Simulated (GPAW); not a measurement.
**A 7-layer slab of W(110): simulated STM images**

What would a tunnelling microscope show on a 7-layer slab of W(110)?

Program: GPAW 26.7.0. Level of theory: GPAW, PAW setups; slab in vacuum, relaxation, in the first sound run; inputs show where later runs differ. Results are calculated unless marked as measured.

**1. The structure**

The cell holds 7 atoms: 7 W. Cell: a = 2.737 Å, b = 2.737 Å, c = 31.407 Å, α = 90.0°, β = 90.0°, γ = 70.5°. Vacuum lies along c.

**2. Relaxing the atoms**

Forces are removed first; all later runs use this geometry. The lowest 3 atoms are held at bulk positions and keep their forces.

run.py

```python
import json
import numpy as np
from ase import Atoms
from ase.constraints import FixAtoms
from ase.optimize import BFGS
from gpaw import GPAW, PW

slab = Atoms(
    ['W', 'W', 'W', 'W', 'W', 'W', 'W'],
    positions=[
        [0.00000, 0.00000, 9.00000],
        [2.23446, 0.00000, 11.23446],
        [0.00000, 0.00000, 13.46891],
        [2.23446, 0.00000, 15.70337],
        [0.00000, 0.00000, 17.93783],
        [2.23446, 0.00000, 20.17229],
        [0.00000, 0.00000, 22.40674]],
    cell=[[2.23446, -1.58, 0.0], [2.23446, 1.58, 0.0], [0.0, 0.0, 31.40674]],
    pbc=[True, True, False])

slab.calc = GPAW(mode=PW(400), xc='PBE', kpts={'size': (12, 12, 1), 'gamma': True},
                 occupations={'name': 'fermi-dirac', 'width': 0.1}, nbands='160%',
                 convergence={'density': 1e-05}, maxiter=200,
                 poissonsolver={'dipolelayer': 'xy'},
                 symmetry={'tolerance': 1e-3, 'extra_ids': [1, 1, 1, 0, 0, 0, 0]}, txt='slab.txt')
result = {}
slab.set_constraint(FixAtoms([0, 1, 2]))
path = []
opt = BFGS(slab, maxstep=0.2)
opt.attach(lambda: path.append((slab.get_potential_energy(), slab.positions.tolist(), slab.get_forces().tolist())))
result['relaxed'] = bool(opt.run(fmax=0.03, steps=40))
result['path'] = path
energy = slab.get_potential_energy()
fermi = slab.calc.get_fermi_level()
v = slab.calc.get_electrostatic_potential().mean((0, 1)) - fermi
n = slab.calc.get_pseudo_density().mean((0, 1))
L = slab.cell[2, 2]
z = np.arange(len(v)) * L / len(v)
low, high = slab.positions[:, 2].min(), slab.positions[:, 2].max()
below, above = np.interp([low - 6.8, high + 6.8], z, v)
slopes = [np.interp(x, z, np.gradient(v, z)) for x in (low - 6.8, high + 6.8)]
eps = np.array([[slab.calc.get_eigenvalues(k, s) for k in range(len(slab.calc.get_ibz_k_points()))]
                for s in range(slab.calc.get_number_of_spins())]) - fermi
top, bottom = eps[eps < 0].max(), eps[eps > 0].min()
dipole = slab.get_dipole_moment()[2]
print(f'energy {energy:.4f} eV, Fermi level {fermi:.4f} eV, dipole {dipole:.5f} e A')
print(f'potential 6.8 A off the faces, from the Fermi level: lower {below:.4f} eV, upper {above:.4f} eV')
print(f'slope of the potential there: lower {slopes[0]:.5f}, upper {slopes[1]:.5f} eV/A')
print(f'nearest levels on the mesh: {top:.4f} and {bottom:.4f} eV')
print('magnetic moment', round(slab.get_magnetic_moment(), 3))
result.update(energy=energy, fermi=fermi, dipole=dipole, below=below, above=above, slopes=slopes, edges=[top, bottom],
              z=z.tolist(), v=v.tolist(), n=n.tolist(), positions=slab.positions.tolist(),
              forces=slab.get_forces(apply_constraint=False).tolist(), moments=slab.get_magnetic_moments().tolist())
json.dump(result, open('result.json', 'w'))
```

Launch:

```sh
$ OMP_NUM_THREADS=1 OPENBLAS_NUM_THREADS=1 python run.py
```

The log of the run:

```text
Step          Energy          fmax
BFGS:    0      -78.153307        0.657914
BFGS:    1      -78.160182        0.459355
BFGS:    2      -78.167197        0.194173
BFGS:    3      -78.167730        0.157960
BFGS:    4      -78.169581        0.107865
BFGS:    5      -78.170048        0.108496
BFGS:    6      -78.171556        0.117952
BFGS:    7      -78.172269        0.102290
BFGS:    8      -78.173017        0.139947
BFGS:    9      -78.173656        0.141281
BFGS:   10      -78.174236        0.086268
BFGS:   11      -78.174439        0.035801
BFGS:   12      -78.174489        0.002406
energy -78.1098 eV, Fermi level 4.9444 eV, dipole 0.00208 e A
potential 6.8 A off the faces, from the Fermi level: lower 4.8920 eV, upper 4.8299 eV
slope of the potential there: lower -0.00003, upper -0.00002 eV/A
nearest levels on the mesh: -0.0022 and 0.0189 eV
magnetic moment 0.0
```

Run time: 1.7 h. Hardware: 1 thread of Arm Neoverse V1, shared host; peak memory 0.44 GiB.

The steps of the relaxation:

| step | energy less that of the first step (eV) | largest force (eV/Å) |
| --- | --- | --- |
| 1 | 0.0000 | 0.6579 |
| 2 | -0.0070 | 0.4594 |
| 3 | -0.0142 | 0.1942 |
| 4 | -0.0147 | 0.1580 |
| 5 | -0.0167 | 0.1079 |
| 6 | -0.0172 | 0.1085 |
| 7 | -0.0187 | 0.1180 |
| 8 | -0.0194 | 0.1023 |
| 9 | -0.0201 | 0.1399 |
| 10 | -0.0206 | 0.1413 |
| 11 | -0.0211 | 0.0863 |
| 12 | -0.0213 | 0.0358 |
| 13 | -0.0214 | 0.0024 |

The atoms that moved most (Å):

```csv
atom,dx,dy,dz,length
W6,0.000,0.000,0.089,0.089
W5,0.000,0.000,0.056,0.056
W7,0.000,0.000,0.044,0.044
W4,0.000,0.000,0.028,0.028
```

This step gave:

| Quantity | Value |
| --- | --- |
| dipole along the normal | 0.002078 e·Å |
| levels nearest the Fermi level on the mesh | -0.002167, 0.01887 eV from the Fermi level |
| upper work function | 4.830 eV |
| lower work function | 4.892 eV |

The electrostatic potential energy of an electron (without an applied field's), less the Fermi level, planar mean oscillates, so the rows of the table below give means over windows of 2.24 Å about each position, cut where the curve ends. Its maxima inside the range that stand out by 2 % of the span (Å: eV): 10.1: -2.78, 12.4: -2.94, 14.6: -2.58, 16.9: -2.54, 19.1: -2.57, 21.4: -3.21. Its minima: 9.0: -29.3, 11.2: -29.8, 13.5: -29.7, 15.7: -29.6, 17.9: -29.5, 20.3: -29.7, 22.4: -29.3.

Electrostatic potential energy of an electron (without an applied field's), less the Fermi level, planar mean against z; means over each step:

z (Å), electrostatic potential energy of an electron (without an applied field's), less the Fermi level, planar mean (eV) and a bar from the least value:
```
     1.12        4.9 ##############################
     3.36        4.9 ##############################
     5.60        4.8 ##############################
     7.84       -4.7 ################
    10.08      -14.6 #
    12.32      -14.8 #
    14.56      -14.3 #
    16.80      -14.3 #
    19.04      -14.3 #
    21.28      -15.3 
    23.52       -6.1 ##############
    25.76        4.8 ##############################
    28.00        4.8 ##############################
    30.24        4.8 ##############################
```

The pseudo valence density, planar mean oscillates, so the rows of the table below give means over windows of 2.24 Å about each position, cut where the curve ends. Its maxima inside the range that stand out by 2 % of the span (Å: e/Å³): 9.0: 1.86, 11.3: 1.79, 13.5: 1.86, 15.8: 1.81, 17.9: 1.84, 20.3: 1.84, 22.4: 1.86. Its minima: 10.0: 0.359, 12.4: 0.352, 14.5: 0.344, 16.9: 0.341, 19.2: 0.346, 21.4: 0.374.

The pseudo valence density, planar mean by z; means over each step:

z (Å), pseudo valence density, planar mean (e/Å³) and a bar:
```
     3.36       0.00 
     5.60       0.00 
     7.84       0.41 #############
    10.08       0.89 #############################
    12.32       0.89 #############################
    14.56       0.87 ############################
    16.80       0.87 ############################
    19.04       0.87 ############################
    21.28       0.92 ##############################
    23.52       0.48 ################
    25.76       0.00 
    28.00       0.00
```

The relaxation lowered the energy of the cell by 0.0214 eV (energies extrapolated to zero smearing; the optimiser's log prints free energies). The largest force left on a free atom is 0.0024 eV/Å.

**3. The slab's potential**

The work function is the vacuum plateau of the electrostatic potential less the Fermi level; a dipole layer lets the two faces have plateaus of their own.

This step: GPAW, PAW setups; slab in vacuum (GPAW 26.7.0).

Edit run.py of step 2 so:

```diff
@@ -3,4 +3,3 @@
 from ase import Atoms
-from ase.constraints import FixAtoms
-from ase.optimize import BFGS
+from ase.dft.stm import STM
 from gpaw import GPAW, PW
@@ -11,8 +10,8 @@
         [0.00000, 0.00000, 9.00000],
-        [2.23446, 0.00000, 11.23446],
+        [2.23446, -0.00000, 11.23446],
         [0.00000, 0.00000, 13.46891],
-        [2.23446, 0.00000, 15.70337],
-        [0.00000, 0.00000, 17.93783],
-        [2.23446, 0.00000, 20.17229],
-        [0.00000, 0.00000, 22.40674]],
+        [2.23446, -0.00000, 15.73164],
+        [-0.00000, 0.00000, 17.99406],
+        [2.23446, -0.00000, 20.26119],
+        [0.00000, 0.00000, 22.45080]],
     cell=[[2.23446, -1.58, 0.0], [2.23446, 1.58, 0.0], [0.0, 0.0, 31.40674]],
@@ -24,10 +23,4 @@
                  poissonsolver={'dipolelayer': 'xy'},
-                 symmetry={'tolerance': 1e-3, 'extra_ids': [1, 1, 1, 0, 0, 0, 0]}, txt='slab.txt')
+                 symmetry={'tolerance': 1e-3}, txt='slab.txt')
 result = {}
-slab.set_constraint(FixAtoms([0, 1, 2]))
-path = []
-opt = BFGS(slab, maxstep=0.2)
-opt.attach(lambda: path.append((slab.get_potential_energy(), slab.positions.tolist(), slab.get_forces().tolist())))
-result['relaxed'] = bool(opt.run(fmax=0.03, steps=40))
-result['path'] = path
 energy = slab.get_potential_energy()
@@ -53,2 +46,16 @@
               forces=slab.get_forces(apply_constraint=False).tolist(), moments=slab.get_magnetic_moments().tolist())
+
+# Images need the states of the whole zone, up to time reversal
+slab.calc = slab.calc.fixed_density(symmetry={'point_group': False}, txt='states.txt', nbands='250%',
+                                    convergence={'bands': 'CBM+1.3'})
+stm = STM(slab)
+result['stm'] = []
+for bias in [-1.0, 1.0]:
+    height = high + 3.0
+    current = stm.get_averaged_current(bias, height)
+    x, y, h = stm.scan(bias, current)
+    i, f = divmod(height / L * stm.ldos.shape[2], 1)
+    I = abs((1 - f) * stm.ldos[:, :, int(i)] + f * stm.ldos[:, :, int(i) + 1])
+    print(f'bias {bias} V: mean current at 3.0 A {current:.4e}, corrugation {np.ptp(h):.4f} A')
+    result['stm'].append(dict(bias=bias, current=current, h=(h - high).tolist(), I=I.tolist()))
 json.dump(result, open('result.json', 'w'))
```

The log of the run:

```text
energy -78.1098 eV, Fermi level 4.9444 eV, dipole 0.00259 e A
potential 6.8 A off the faces, from the Fermi level: lower 4.8916 eV, upper 4.8303 eV
slope of the potential there: lower -0.00008, upper 0.00004 eV/A
nearest levels on the mesh: -0.0022 and 0.0188 eV
magnetic moment 0.0
bias -1.0 V: mean current at 3.0 A 4.0939e-04, corrugation 0.0393 A
bias 1.0 V: mean current at 3.0 A 5.5270e-04, corrugation 0.1213 A
```

The job ended after 22 min (1 thread; peak memory 1.1 GiB).

This step gave:

- dipole along the normal: 0.002587 e·Å
- levels nearest the Fermi level on the mesh: -0.002161, 0.01877 eV from the Fermi level
- corrugation -1: 0.03929 Å
- corrugation 1: 0.1213 Å

The electrostatic potential energy of an electron (without an applied field's), less the Fermi level, planar mean oscillates, so the rows of the table below give means over windows of 2.24 Å about each position, cut where the curve ends. Its maxima inside the range that stand out by 2 % of the span (Å: eV): 10.1: -2.78, 12.4: -2.94, 14.6: -2.58, 16.9: -2.54, 19.1: -2.57, 21.4: -3.21. Its minima: 9.0: -29.3, 11.2: -29.8, 13.5: -29.7, 15.7: -29.6, 17.9: -29.5, 20.3: -29.7, 22.4: -29.3.

Electrostatic potential energy of an electron (without an applied field's), less the Fermi level, planar mean against z; means over each step:

z (Å), electrostatic potential energy of an electron (without an applied field's), less the Fermi level, planar mean (eV) and a bar from the least value:
```
     1.12        4.9 ##############################
     3.36        4.9 ##############################
     5.60        4.8 ##############################
     7.84       -4.7 ################
    10.08      -14.6 #
    12.32      -14.8 #
    14.56      -14.3 #
    16.80      -14.3 #
    19.04      -14.3 #
    21.28      -15.3 
    23.52       -6.1 ##############
    25.76        4.8 ##############################
    28.00        4.8 ##############################
    30.24        4.8 ##############################
```

The pseudo valence density, planar mean oscillates, so the rows of the table below give means over windows of 2.24 Å about each position, cut where the curve ends. Its maxima inside the range that stand out by 2 % of the span (Å: e/Å³): 9.0: 1.86, 11.3: 1.79, 13.5: 1.86, 15.8: 1.81, 17.9: 1.84, 20.3: 1.84, 22.4: 1.86. Its minima: 10.0: 0.359, 12.4: 0.352, 14.5: 0.344, 16.9: 0.341, 19.2: 0.346, 21.4: 0.374.

Table of pseudo valence density, planar mean by z; means over each step:

```
z (Å)  pseudo valence density, planar mean (e/Å³)
 3.36                                      7.3e-6
 5.60                                     0.00190
 7.84                                       0.411
10.08                                       0.889
12.32                                       0.890
14.56                                       0.867
16.80                                       0.868
19.04                                       0.865
21.28                                       0.922
23.52                                       0.480
25.76                                     0.00234
28.00                                      9.4e-6
```

Tip height over the top atom over a1 and a2. Sample bias -1 V, constant current at the mean current 3.0 Å over the top atom.

Ten even steps from '_' (2.975 Å) to '@' (3.014 Å):
```
______::==**%%@@@@@@##++--..
..____..--++##@@@@@@%%**==--
--::..::--==**%%@@@@@@%%**++
**==------==++##%%@@@@@@%%##
%%**++======++**##%%@@@@@@@@
@@%%##**++++++++**##%%@@@@@@
@@@@@@%%##**++++++**##%%@@@@
@@@@@@@@%%##**++++++++**##%%
%%@@@@@@@@%%##**++======++**
**##%%@@@@@@%%##++==------==
--++**%%@@@@@@%%**==--::..::
..--==**%%@@@@@@##++--..____
__..--++##@@@@@@%%**==::____
____..--**%%@@@@@@%%**--..__
```
Columns: a1 from 0 to 0.929; rows upwards: a2 from 0 to 0.929.

Local density of states summed over the bias window over a1 and a2. Sample bias -1 V, constant height 3.0 Å over the top atom.

Ten even steps from '_' (3.91 × 1e-4 arbitrary) to '@' (4.21 × 1e-4 arbitrary):
```
______::==**%%@@@@@@##++::..
..____..--++##%%@@@@%%**==::
--::....::==**%%@@@@@@%%**++
**==--::--==++##%%@@@@@@%%##
%%**++========**##%%@@@@@@@@
@@%%##**++==++++**##%%@@@@@@
@@@@%%%%##**++++++**##%%%%@@
@@@@@@@@%%##**++++==++**##%%
%%@@@@@@@@%%##**========++**
**##%%@@@@@@%%##++==--::--==
--++**%%@@@@@@%%**==::....::
..::==**%%@@@@%%##++--..____
__..::++##@@@@@@%%**==::____
____..--**%%@@@@@@%%**--..__
```
Columns: a1 from 0 to 0.929; rows upwards: a2 from 0 to 0.929.

Tip height over the top atom over a1 and a2. Sample bias 1 V, constant current at the mean current 3.0 Å over the top atom.

Values in Å, 14 rows by 14 columns:
```
3.05 3.05 3.04 3.03 3.02 3.01 3.01 3.00 3.01 3.02 3.03 3.04 3.04 3.05
3.04 3.04 3.03 3.02 3.01 3.00 2.99 2.99 3.00 3.01 3.02 3.03 3.04 3.04
3.04 3.03 3.02 3.01 2.99 2.98 2.97 2.98 2.98 3.00 3.01 3.02 3.03 3.04
3.03 3.02 3.01 2.99 2.97 2.96 2.96 2.96 2.97 2.98 2.99 3.01 3.02 3.03
3.02 3.01 3.00 2.98 2.96 2.95 2.95 2.95 2.95 2.96 2.98 3.00 3.01 3.02
3.01 3.01 2.99 2.97 2.96 2.95 2.94 2.94 2.94 2.95 2.97 2.98 3.00 3.01
3.01 3.00 2.99 2.98 2.96 2.95 2.94 2.93 2.94 2.95 2.96 2.98 2.99 3.00
3.01 3.01 3.00 2.98 2.97 2.95 2.94 2.94 2.94 2.95 2.96 2.97 2.99 3.01
3.02 3.02 3.01 3.00 2.98 2.96 2.95 2.95 2.95 2.95 2.96 2.98 3.00 3.01
3.03 3.03 3.02 3.01 2.99 2.98 2.97 2.96 2.96 2.96 2.97 2.99 3.01 3.02
3.04 3.04 3.03 3.02 3.01 3.00 2.98 2.98 2.97 2.98 2.99 3.01 3.02 3.03
3.04 3.04 3.04 3.03 3.02 3.01 3.00 2.99 2.99 3.00 3.01 3.02 3.03 3.04
3.05 3.05 3.04 3.04 3.03 3.02 3.01 3.00 3.01 3.01 3.02 3.03 3.04 3.05
3.05 3.05 3.04 3.04 3.03 3.02 3.01 3.01 3.01 3.02 3.03 3.04 3.04 3.05
```
Columns: a1 from 0 to 0.929; rows upwards: a2 from 0 to 0.929.

Local density of states summed over the bias window over a1 and a2. Sample bias 1 V, constant height 3.0 Å over the top atom.

Ten even steps from '0' (4.80 × 1e-4 arbitrary) to '9' (6.13 × 1e-4 arbitrary):
```
99876655667899
98765545566789
87654333456778
76543222234667
66532111123566
65432100012456
65532100012355
66542100012345
66653211112356
77664322223456
88776543334567
99876655455678
99987665566789
99987666667899
```
Columns: a1 from 0 to 0.929; rows upwards: a2 from 0 to 0.929.

Force by atom:

```
atom  x (eV/Å)  y (eV/Å)  z (eV/Å)   size
  W1     0.000     0.000     0.370  0.370
  W2     0.000     0.000    -0.644  0.644
  W3     0.000     0.000     0.269  0.269
  W4     0.000     0.000     0.002  0.002
  W5     0.000     0.000     0.002  0.002
  W6     0.000     0.000     0.000  0.000
  W7     0.000     0.000    -0.001  0.001
```

The potential is flat to 8.5e-5 eV/Å where it is read, so the vacuum is wide enough.

**4. Results**

* work function, upper and lower face: 4.830 and 4.892 eV
* dipole along the normal: 0.00259 e Å
* corrugation at -1 V: 0.0393 Å
* corrugation at 1 V: 0.121 Å

What this shows: The corrugation at constant current is largest at 1 V, where the tip height varies by 0.12 Å over the cell. Negative sample bias images filled states, positive bias empty ones. The two faces differ by 0.061 eV, the step that the slab's dipole makes (e p/(ε0 A) gives 0.066 eV), so the dipole layer is needed. The lowest atoms were held at bulk positions, which alone makes the faces unlike. The measured value for this face is 5.25 eV (as compiled in "Anisotropic work function of elemental crystals", 2019, arxiv:1902.07811); the relaxed upper face lies 0.42 eV under it with PBE. Measured work functions scatter by a tenth of an eV or more between methods. The images are of Tersoff-Hamann type: an s-wave tip, no tip-sample forces, heights closer than in a microscope. The small printed dipole stands for a step of -66 meV from the lower to the upper face, and the probes find -61 meV; values this small are near the numerical noise of both. The in-plane lattice was kept as typed, which isn't the functional's own and leaves some strain; spin-orbit coupling and temperature are left out.

[Logs are printed without paths, hosts, clocks, repeated set-up lines and the standing remarks that a program may print on its own settings, such as how far it seeks lower states.]

[Hosts, paths, dates, database ids (printed as entryN), source tags and the programs' standing remarks are cut or masked in the printed files.]
